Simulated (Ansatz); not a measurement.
# A hypothetical structure for SrTiCu, part 2 of 2

Starting from a made-up structure for SrTiCu, the aim is the relaxed cell, its shortest contacts and, where a second run follows, its electronic structure.

Ansatz 0.2.0; DFT, PBEsol, plane-wave PAW, files of the set soft_1, scalar-relativistic, ferromagnetic start, cell and ions relaxed at zero pressure; PAW set soft_1 (the session's first sound run).

So far: Starting point; Relaxing cell and atoms. The relaxed cell has a = 4.167, c = 4.857 Å (conventional setting).

### 3. Electronic structure of the relaxed cell

A second self-consistent run takes a narrower smearing and the mesh shown in its input; the bands follow along the standard path of the relaxed lattice.

This step: DFT, PBEsol, plane-wave PAW, files of the set soft_1, scalar-relativistic, no spin, bands and density of states at the relaxed cell; PAW set soft_1 (Ansatz 0.2.0).

File input.yaml:

```yaml
crystal:
  lattice:
    - [4.1672717862, 0.0, 0.0]
    - [-2.0836358931, 3.6089632313, 0.0]
    - [0.0, 0.0, 4.8566339722]
  atoms:
    - { symbol: Sr, position: [0.6666666667, 0.3333333333, 0.0] }
    - { symbol: Cu, position: [0.0, 0.0, 0.5] }
    - { symbol: Ti, position: [0.3333333333, 0.6666666667, 0.5] }
kpoints:
  mp_grid: { grid: [8, 8, 6] }
  band_path:
    path:
      - [[0.0, 0.0, 0.0], [0.5, 0.0, 0.0], [0.33333333, 0.33333333, 0.0], [0.0, 0.0, 0.0], [0.0, 0.0, 0.5], [0.5, 0.0, 0.5], [0.33333333, 0.33333333, 0.5], [0.0, 0.0, 0.5]]
      - [[0.5, 0.0, 0.5], [0.5, 0.0, 0.0]]
      - [[0.33333333, 0.33333333, 0.0], [0.33333333, 0.33333333, 0.5]]
    npoints: 8
scf:
  occupations: { method: fermi_dirac, width: 0.03 }
  n_extra_bands: 7
hamiltonian:
  xc: pbesol
  pseudopotentials: { kind: paw, azcp: { folder: soft_1 }, xc_functional: pbe }
output:
  forces: true
  stress: true
  write_bands: true
  dos: { projected: true }
  write_density: true
  write_potential: true
  elf: true
  volumetric_format: npy
```

On the command line:

```console
> ansatz run input.yaml --threads 4 --pin off --max-ram 8192MiB --backend cpu --events-out ev --progress --plain --runs-dir out
```

Numbers of over 12 decimals in the logs are rounded to 6 here.

Log:

```text
[...]
Crystal: 3 atoms, lattice volume = 73.041 Å³
Basis set: ecut = 420 eV, 1427 PW (Γ), exchange–correlation on 60×60×72 points (8 copies of the dense FFT grid, shifted against one another)
Bands: 28, of which v1, the nominal top of the filled ones, is band 21 counted from 1 (20 counted from 0)
Symmetry: 12 space group operations
[...]
k-points: 40 of 384 (time reversal used)
[...]
SCF iter   1: F=—  HF=-12574.186625 eV  |F-HF|=—  |Δ(HF+E_count)|=         —  Δρ=9.78e-1  dr2=6.14e2  ethr=3.10e-3  ⟨swp⟩=7.6  Hψ=6091  notcnv=0
[...]
SCF iter  12: F=-12553.617379 eV  HF=-12553.617379 eV  |F-HF|=1.01e-8  |Δ(HF+E_count)|=   1.62e-7  Δρ=4.22e-6  dr2=2.06e-8  ethr=2.44e-10  ⟨swp⟩=15.1  Hψ=8731  notcnv=0
SCF 1 converged in 12 iterations: F = -12553.617379 eV  dr2 = 2.06e-8
[...]
NSCF: frozen V_eff on 75 k-points
SCF converged after 12 iterations
Free energy (F): -12553.617379 eV
[...]
Internal energy: -12553.610037 eV  (E = F + TS)
E sigma→0 (E₀):  -12553.613708 eV
Entropy (-TS):   -0.007342 eV (-2.447 meV/atom)
Fermi energy:    9.241257 eV
[...]
--- Stress (GPa, compression-positive) ---
       -0.076290       0.000000       0.000000
        0.000000      -0.076290       0.000000
        0.000000       0.000000       0.083648
  P = ⅓ Tr σ = -0.0230 GPa (-0.230 kbar)
--- Band table (eV; the first three rows and the last of 40) ---
  k-point 0: bands = [... 17 lower, 5.8904, 8.5940, 9.0115, 9.0115, 10.0646, 10.0646, 10.7713, 12.1106, ... 3 higher]
  k-point 1: bands = [... 17 lower, 5.8829, 8.3468, 8.9668, 8.9668, 10.0487, 10.0487, 10.3454, 12.5059, ... 3 higher]
  k-point 2: bands = [... 17 lower, 5.9258, 7.5180, 8.9029, 8.9029, 9.9760, 9.9760, 10.1171, 12.9938, ... 3 higher]
  k-point 39: bands = [... 17 lower, 6.5400, 8.4856, 8.5822, 9.6397, 9.8163, 10.2096, 10.3005, 10.7698, ... 3 higher]
```

Run time: 11 s. Hardware: 4 threads of Arm Neoverse N1, shared host; peak memory 0.46 GiB; 40 s of CPU time.

The column dr2 measures how far the density is from self-consistency, as an energy; F and HF (Harris–Foulkes) agree once it is small.

This step gave:

```yaml
free_energy: -12553.6174 eV
energy_at_zero_smearing: -12553.6137 eV
smearing_term_ts: 0.007342 eV
fermi_energy: 9.241 eV
pressure: -0.02298 GPa
```

From bands.tsv, the bands that come nearest the Fermi level along the path, at its corners, in eV from the Fermi level:

```tsv
point	band 18	band 19	band 20	band 21	band 22	band 23	band 24	band 25
Γ	-3.35	-0.65	-0.23	-0.23	0.82	0.82	1.53	2.87
M	-2.99	-2.11	-0.45	-0.42	0.75	1.27	1.74	2.37
K	-2.76	-1.00	-0.78	-0.67	0.57	0.98	1.83	1.89
Γ	-3.35	-0.65	-0.23	-0.23	0.82	0.82	1.53	2.87
A	-3.04	-2.43	-0.36	-0.36	0.68	0.68	0.89	3.96
L	-2.92	-0.96	-0.80	0.56	0.81	0.94	1.30	1.70
H	-2.65	-0.79	-0.59	0.45	0.53	0.84	1.09	1.57
A	-3.04	-2.43	-0.36	-0.36	0.68	0.68	0.89	3.96
L	-2.92	-0.96	-0.80	0.56	0.81	0.94	1.30	1.70
M	-2.99	-2.11	-0.45	-0.42	0.75	1.27	1.74	2.37
K	-2.76	-1.00	-0.78	-0.67	0.57	0.98	1.83	1.89
H	-2.65	-0.79	-0.59	0.45	0.53	0.84	1.09	1.57
```

States per cell as run, both spins, in windows of 1 eV, from dos.tsv (zero at the Fermi level):

```csv
from,to,total
-8,-7,0.00
-7,-6,0.00
-6,-5,0.11
-5,-4,0.98
-4,-3,10.27
-3,-2,0.66
-2,-1,1.57
-1,0,3.52
0,1,4.74
1,2,2.65
2,3,3.06
3,4,2.33
```

A further 24.0 states lie below the table's range.

Electrostatic potential energy in the ab plane at fractional z = 0.500, with atoms of Cu and Ti within 0.2 Å of it. With pseudopotentials it is smooth inside the atoms' cores, unlike the true potential.

Ten even steps from '0' (-55 eV) to '9' (13 eV), each cell a mean:
```
02688877888510
25887555788521
78864334688755
98643334789888
97433335899999
87433347999999
87434578999999
87656789999999
98888999999999
98889999999999
76689999999998
32469999999986
00269999999852
00379999999720
```
Columns run along a (4.2 Å; values clipped at the 3rd and 97th percentile), rows up along b (4.2 Å). Atoms in or near the plane, at fractional coordinates: Cu at (0.00, 0.00), Ti at (0.33, 0.67).

Valence density in the ab plane at fractional z = 0.500, with atoms of Cu and Ti within 0.2 Å of it. It is the smooth field of the valence electrons, not physical close to the nuclei.

Ten steps, logarithmic in the rise over the least value, from '_' (0 e/Å³) to '@' (58 e/Å³), each cell a mean:
```
%%++::______________..::**%%
++::..__..::::::..__..::++**
......::==++==--..__....::::
____..--++**++--..______..__
____--++****==::____________
__..--++**++--..____________
__..--====::..______________
____..::....________________
____________________________
____________________________
..::....____________________
====--..__________________::
%%##==::________________::++
@@%%==..______________..++%%
```
Columns run along a (4.2 Å), rows up along b (4.2 Å). Atoms in or near the plane, at fractional coordinates: Cu at (0.00, 0.00), Ti at (0.33, 0.67).

ELF in the ab plane at fractional z = 0.500, with atoms of Cu and Ti within 0.2 Å of it. It is the smooth field of the valence electrons, not physical close to the nuclei.

Values, 14 rows by 14 columns, each cell a mean:
```
0.45 0.20 0.21 0.27 0.21 0.16 0.19 0.17 0.14 0.23 0.27 0.19 0.21 0.48
0.18 0.19 0.26 0.22 0.26 0.43 0.52 0.41 0.20 0.22 0.27 0.19 0.16 0.21
0.21 0.27 0.22 0.33 0.64 0.73 0.73 0.60 0.25 0.22 0.27 0.19 0.15 0.15
0.28 0.22 0.30 0.60 0.70 0.68 0.72 0.61 0.23 0.23 0.28 0.21 0.18 0.21
0.24 0.18 0.56 0.72 0.63 0.65 0.71 0.47 0.16 0.28 0.36 0.31 0.32 0.35
0.14 0.24 0.66 0.74 0.70 0.73 0.58 0.24 0.17 0.33 0.42 0.42 0.41 0.33
0.11 0.24 0.57 0.66 0.64 0.52 0.21 0.12 0.25 0.39 0.44 0.44 0.36 0.22
0.12 0.17 0.33 0.38 0.31 0.19 0.14 0.21 0.34 0.40 0.42 0.40 0.32 0.21
0.23 0.20 0.19 0.19 0.21 0.24 0.32 0.37 0.39 0.39 0.40 0.40 0.37 0.31
0.30 0.28 0.27 0.28 0.31 0.37 0.42 0.43 0.40 0.39 0.41 0.43 0.42 0.37
0.21 0.21 0.21 0.21 0.25 0.35 0.44 0.43 0.40 0.40 0.44 0.43 0.32 0.24
0.15 0.16 0.15 0.16 0.22 0.34 0.43 0.39 0.36 0.40 0.43 0.34 0.20 0.16
0.42 0.35 0.15 0.16 0.25 0.36 0.32 0.25 0.26 0.35 0.35 0.22 0.15 0.20
0.75 0.42 0.15 0.20 0.30 0.28 0.16 0.12 0.18 0.29 0.30 0.20 0.17 0.45
```
Columns run along a (4.2 Å), rows up along b (4.2 Å). Atoms in or near the plane, at fractional coordinates: Cu at (0.00, 0.00), Ti at (0.33, 0.67).

### 4. Results

| Property | Result |
| --- | --- |
| space group, relaxed | P-6m2 |
| conventional cell | a = 4.167, b = 4.167, c = 4.857 Å; α = 90.0°, β = 90.0°, γ = 120.0° |
| volume per atom | 24.35 Å³ (guess 22.73) |
| total moment | 0.00 μB in the cell of 3 atoms |

SrTiCu relaxes to P-6m2 with a = 4.167, b = 4.167 and c = 4.857 Å. The guessed volume was 7 % too small. The space group P-6m2 was held in the relaxation, so the end point is a stationary structure within it and may be a saddle against distortions or other arrangements. The moments died out from this one start and weren't seeded again at the relaxed cell. Bands cross the Fermi level, so it is a metal or semimetal at this level. The electron count is odd, which forces that without spin polarisation or a larger cell. On the 8×8×6 mesh with the narrower smearing (relaxed on 7×7×6) the forces vanish, as symmetry may demand, and the largest stress component is 0.084 GPa, against the relaxation's thresholds of 0.015 eV/Å and 0.05 GPa. The cutoff wasn't tested. No dispersion term is used, so weakly bound directions may come out too long. Nothing here tests whether the compound is stable against decomposition.

[Logs are printed without paths, hosts, clocks, repeated set-up lines and the standing remarks that a program may print on its own settings, such as how far it seeks lower states.]

[Hosts, paths, dates, database ids (printed as entryN), source tags and the programs' standing remarks are cut or masked in the printed files.]
